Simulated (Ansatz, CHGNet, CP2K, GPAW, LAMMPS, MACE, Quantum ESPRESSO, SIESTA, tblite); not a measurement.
## Liquid K2CO3 at 1190 K (102 atoms) in tblite

Wanted: tblite inputs and outputs for liquid K2CO3 at 1190 K (102 atoms), checked against a plane-wave reference.

Calculated with tblite 0.8.0; the method is named at each step.

### Step 1. Starting point

The cell holds 102 atoms: 17 C, 51 O and 34 K. Its edges and angles: a = 12.710 Å, b = 12.710 Å, c = 12.710 Å, α = 90.0°, β = 90.0°, γ = 90.0°. 34 K+, 17 CO3 2- placed at random, at 1.9 g/cm³; overlaps pushed apart, then 10 ps at 1590 K with harmonic planar carbonate ions with charges +1 on C and -1 on O; Joung-Cheatham ions (J. Phys. Chem. B 112, 9020 (2008)); charges of ions scaled by 0.8. Snapshot after 20 ps at 1190 K and fixed volume.

The yardstick, on the same geometry:

* method: Kohn-Sham DFT, PBE, PAW, plane waves (Ansatz 0.2.0); cutoff 420 eV, Γ point, fermi-dirac smearing of 0.05 eV; PAW set soft_2
* r.m.s. force component: 2.682 eV/Å
* longest force: 12.27 eV/Å
* pressure: 6.02 GPa
* gap (highest filled to lowest empty level): 1.247 eV
* SCF cycles: 11
* time: 19 s on 4 threads of Intel Xeon 6975P-C (Granite Rapids), shared host
* CPU time: 68 s

### Step 2. GFN1-xTB

Method: GFN1-xTB tight binding, diagonalisation.

Input file run.py:

```python
import numpy as np
from ase.io import read
from tblite.ase import TBLite

atoms = read("structure.xyz")
atoms.calc = TBLite(method="GFN1-xTB", electronic_temperature=580, accuracy=1.0, max_iterations=250, mixer_damping=0.4, verbosity=1)
energy = atoms.get_potential_energy()
forces = atoms.get_forces()
print(f"energy {energy:.6f} eV")
print("forces (eV/A)")
for i, (a, f) in enumerate(zip(atoms, forces)):
    print(f"{i:4d} {a.symbol:2s} {f[0]:10.5f} {f[1]:10.5f} {f[2]:10.5f}")
stress = -atoms.get_stress(voigt=False) * 160.21766
print("stress (GPa, compression positive)")
for row in stress:
    print(" ".join(f"{x:10.4f}" for x in row))
print("charges (e)")
print(np.array2string(atoms.get_charges(), precision=4, suppress_small=True, max_line_width=110, threshold=100000))
```

Input file structure.xyz:

```xyz
102
Lattice="12.71030 0.00000 0.00000 0.00000 12.71030 0.00000 0.00000 0.00000 12.71030" Properties=species:S:1:pos:R:3 pbc="T T T"
C 12.20113 6.84106 4.56249
O 0.49583 6.19691 4.02917
O 11.71597 7.87251 3.87130
O 12.14571 6.80484 5.88411
C 7.59631 7.30499 6.90347
O 8.69499 7.93174 6.55419
O 6.88377 6.60033 6.15090
O 7.18323 7.56784 7.99503
C 2.13381 2.31849 8.02503
O 2.16609 1.54532 6.99689
O 2.21922 1.73521 9.09867
O 2.10394 3.48694 8.02910
C 5.00049 10.60675 10.27361
O 4.04683 11.32767 10.38025
O 5.59978 10.58819 9.10007
O 5.03836 9.59107 11.10842
C 6.12713 4.29316 10.65072
O 6.58877 4.22656 11.77698
O 5.75853 5.47483 10.34123
O 5.70845 3.19232 10.18527
C 10.47697 3.39594 7.88700
O 11.32386 2.94650 7.12844
O 9.26784 3.33811 7.49412
O 10.62212 3.21138 9.09536
C 11.93395 11.73923 5.57016
O 0.36440 11.15469 6.07807
O 10.91484 11.01907 5.34659
O 11.94387 0.16498 5.07395
C 6.22805 12.59654 6.03282
O 5.27948 11.83761 5.66269
O 6.74866 12.64573 7.26444
O 6.59614 0.61098 5.20347
C 1.89129 7.30448 9.35707
O 2.80313 6.69820 8.52950
O 0.60755 7.34986 8.97423
O 2.38369 7.56250 10.48918
C 9.32377 3.59142 3.59968
O 10.43846 3.63909 2.93328
O 9.19883 2.84990 4.65883
O 8.68533 4.62363 3.43636
C 8.05655 0.60145 0.24836
O 9.19806 1.23773 0.45922
O 7.97864 12.40741 12.09029
O 7.26165 0.73072 1.20862
C 4.28757 8.20818 2.51461
O 4.29049 7.84823 3.71725
O 4.19262 9.43079 2.35217
O 4.12220 7.53467 1.58891
C 0.20578 3.56562 12.41199
O 12.52969 2.40352 12.53922
O 12.53998 4.40412 11.61874
O 1.04072 4.11432 0.53104
C 8.79832 7.79027 0.57463
O 8.46341 8.81269 12.38962
O 8.55492 8.02389 1.70979
O 9.56857 6.89089 0.35729
[... 42 atom lines left out ...]
K 9.66351 0.93383 6.63503
K 10.56048 9.71486 2.70272
K 9.78325 5.59469 5.34977
K 6.43637 10.10316 0.63780
```

On the command line:

```
OMP_NUM_THREADS=1 python run.py > output.txt
```

The program printed:

```text
------------------------------------------------------------
  cycle        total energy    energy error   density error
------------------------------------------------------------
      1     -276.7498163641  -2.7816767E+02   9.5182833E-01
      2      68.56361512219   3.4531343E+02   9.4955018E-01
      3     -210.9847907616  -2.7954841E+02   5.4341944E-01
      4     -240.1941269948  -2.9209336E+01   3.7224083E-01
      5     -263.7845168934  -2.3590390E+01   2.5259269E-01
      6     -284.4261767686  -2.0641660E+01   1.2753444E-01
      7     -285.7445754010  -1.3183986E+00   1.0083293E-01
      8     -290.1143380979  -4.3697627E+00   5.1690909E-02
      9     -291.0145410913  -9.0020299E-01   2.6159390E-02
     10     -291.2727873897  -2.5824630E-01   1.0281650E-02
     11     -291.3020647866  -2.9277397E-02   7.2395090E-03
     12     -291.3285827202  -2.6517934E-02   2.2906259E-03
     13     -291.3233714560   5.2112642E-03   3.3323528E-03
     14     -291.3261732380  -2.8017820E-03   2.4651356E-03
     15     -291.3286641198  -2.4908819E-03   1.0689054E-03
     16     -291.3291601201  -4.9600029E-04   1.5467117E-04
     17     -291.3291549148   5.2053431E-06   1.0864317E-04
     18     -291.3291602518  -5.3370252E-06   4.9266751E-05
     19     -291.3291614917  -1.2398648E-06   1.5186970E-05
     20     -291.3291616119  -1.2017955E-07   2.8143964E-06
------------------------------------------------------------
 total:                                   3.944 sec
energy -7927.470277 eV
forces (eV/A)
   0 C     3.05181    2.90882    1.15104
   1 O    -1.19732   -0.34941   -0.45531
   2 O    -0.25956   -2.15889    0.98680
   3 O    -1.32219   -0.41677   -1.99392
   4 C     2.43133    1.48030   -2.92360
   5 O     0.31666   -0.70649   -1.45744
   6 O    -0.47153   -1.75334   -2.59316
   7 O    -2.47250    1.10596    6.83385
   8 C     0.67805   -5.68363   -2.07872
   9 O    -0.20142   -0.15228   -2.33225
  10 O     0.13073   -3.67562    6.32847
  11 O    -0.56747    9.22322   -1.68197
  12 C     1.45339   -5.27194   -2.50500
  13 O    -4.77251    5.32215    1.39219
  14 O     1.00255   -0.47605    1.43572
  15 O     1.96689    0.36682    0.05767
  16 C    -3.26321    0.64555    0.57650
  17 O     4.08795   -0.71049    5.76221
  18 O    -0.40951    0.90686   -2.97379
  19 O    -0.36236   -1.27802   -3.22094
  20 C    -2.99945   -3.74303   -0.21340
  21 O     4.91802    0.18657   -3.85000
  22 O    -3.67494    2.23151   -1.29371
  23 O     1.37482    1.37419    5.96523
[...]
94 K    -0.00635   -0.11903   -0.11140
  95 K    -0.54682   -0.20424   -0.31190
  96 K    -0.08445    0.17766   -0.06262
  97 K     0.13925   -0.20131   -0.10923
  98 K    -1.31233    2.53208   -1.33296
  99 K     0.03722   -0.22405    0.11180
 100 K     0.08190   -0.04543    0.07039
 101 K     0.15497   -0.43044   -0.11277
stress (GPa, compression positive)
    1.7151     0.0179     0.0525
    0.0179     3.8826     1.1944
    0.0525     1.1944     3.7347
charges (e)
[ 0.7323 -0.6494 -0.6587 -0.6495  0.7681 -0.6946 -0.6725 -0.6386  0.7894 -0.7007 -0.6842 -0.6287  0.7562
 -0.6411 -0.6742 -0.6854  0.7641 -0.6561 -0.6739 -0.6773  0.7727 -0.6515 -0.6848 -0.6673  0.759  -0.7003
 -0.6515 -0.6149  0.772  -0.6723 -0.7135 -0.6126  0.7359 -0.6822 -0.66   -0.6193  0.7586 -0.6787 -0.6565
 -0.6417  0.7569 -0.6874 -0.6613 -0.658   0.7938 -0.6925 -0.6784 -0.6376  0.7778 -0.6575 -0.643  -0.696
  0.7704 -0.7323 -0.6297 -0.634   0.791  -0.661  -0.6692 -0.6704  0.7698 -0.6743 -0.6427 -0.6977  0.8021
 -0.6691 -0.6738 -0.6632  0.6157  0.6276  0.6153  0.6084  0.6004  0.5758  0.5969  0.5807  0.6275  0.6154
  0.616   0.6172  0.6095  0.5982  0.6129  0.6354  0.6126  0.6304  0.6054  0.6326  0.6017  0.6082  0.6372
  0.6092  0.5831  0.6138  0.6132  0.6174  0.6247  0.6262  0.6237  0.6277  0.6233  0.6074]
```

Wall time 4.4 s (1 thread of Intel Xeon 6975P-C (Granite Rapids), shared host); peak memory 0.15 GiB.

Banners, paths, timers and routine set-up lines are dropped from the logs unmarked, and long logs keep their key lines alone; longer cuts are marked.

Compared with the plane-wave run:

| Property | Result |
| --- | --- |
| r.m.s. force component | 2.512 eV/Å |
| r.m.s. difference of force components | 501.2 meV/Å |
| longest difference of force vectors | 2373 meV/Å |
| force difference over r.m.s. force | 18.69 % |
| slope of forces against the reference's | 0.9209 |
| correlation of force components | 0.9835 |
| pressure | 3.111 GPa |
| pressure difference | -2.909 GPa |

Length of the force difference by element (eV/Å):

| element | atoms | mean | most |
| --- | --- | --- | --- |
| C | 17 | 0.73 | 1.4 |
| K | 34 | 0.75 | 2.4 |
| O | 51 | 0.75 | 1.3 |

Local excerpt of 12 atoms (numbers count through the whole input) about O54, whose charge lies farthest from its element's mean; x, y, z are measured from there.

| atom | x | y | z | distance (Å) | Mulliken charge (e) | Fx | Fy | Fz (eV/Å) |
| --- | --- | --- | --- | --- | --- | --- | --- | --- |
| O54 | 0.00 | 0.00 | 0.00 | 0.00 | -0.73 | 0.41 | -2.38 | 0.41 |
| C53 | 0.33 | -1.02 | 0.90 | 1.40 | 0.77 | 0.04 | 5.02 | -4.62 |
| O55 | 0.09 | -0.79 | 2.03 | 2.18 | -0.63 | -3.61 | 2.08 | 7.94 |
| O56 | 1.11 | -1.92 | 0.68 | 2.32 | -0.63 | 3.27 | -4.61 | -3.67 |
| K102 | -2.03 | 1.29 | 0.96 | 2.59 | 0.61 | 0.15 | -0.43 | -0.11 |
| K73 | -0.61 | 1.57 | -2.21 | 2.78 | 0.60 | 0.22 | -0.31 | -0.10 |
| K70 | -2.59 | -2.24 | 0.16 | 3.43 | 0.63 | -0.02 | 0.02 | -0.21 |
| K95 | 3.21 | -0.54 | -1.22 | 3.48 | 0.61 | -0.01 | -0.12 | -0.11 |
| O43 | -0.48 | 3.59 | -0.30 | 3.64 | -0.66 | -0.67 | -0.53 | -1.71 |
| O63 | 1.77 | 0.94 | -3.12 | 3.71 | -0.64 | -1.08 | -4.90 | 0.28 |
| O16 | -3.43 | 0.78 | -1.28 | 3.74 | -0.69 | 1.97 | 0.37 | 0.06 |
| K100 | 2.10 | 0.90 | 3.02 | 3.79 | 0.63 | 0.04 | -0.22 | 0.11 |

Atoms are counted from 1 here, from 0 in the log.

Forces lie 19 % from the reference's, at 0.063 times its CPU time (on 1 against 4 cores).

### Step 3. Outcome

| Quantity | Value |
| --- | --- |
| force difference from the reference | tblite GFN1-xTB, 19 % |
| its CPU time | 4.3 s |

Tight binding differs by 19 % (tblite GFN1-xTB); it is another model, with fitted parameters of its own, and the xTB methods hold dispersion. One electronic-structure run takes under half the reference's CPU time: tblite GFN1-xTB, at 19 % in 4.3 s against 68 s; its pressure misses by -2.9 GPa. Periodic xTB results under one method name differ between programs and library versions. The frame stands for 1190 K, but pressures are static and levels are smeared at 580 K. The network of bonds at the start is that of the classical potential that made the cell, and needn't be the one that DFT or experiment would give. The electronic-structure runs sample only Γ, in a cell whose shortest periodic width is 13 Å.

[Also dropped from logs without a mark: logging warnings of Python, and SIESTA's first energy breakdown and zero terms.]

[Logs are printed without paths, hosts, clocks, repeated set-up lines and the standing remarks that a program may print on its own settings, such as how far it seeks lower states.]

[Hosts, paths, dates, database ids (printed as entryN), source tags and the programs' standing remarks are cut or masked in the printed files.]
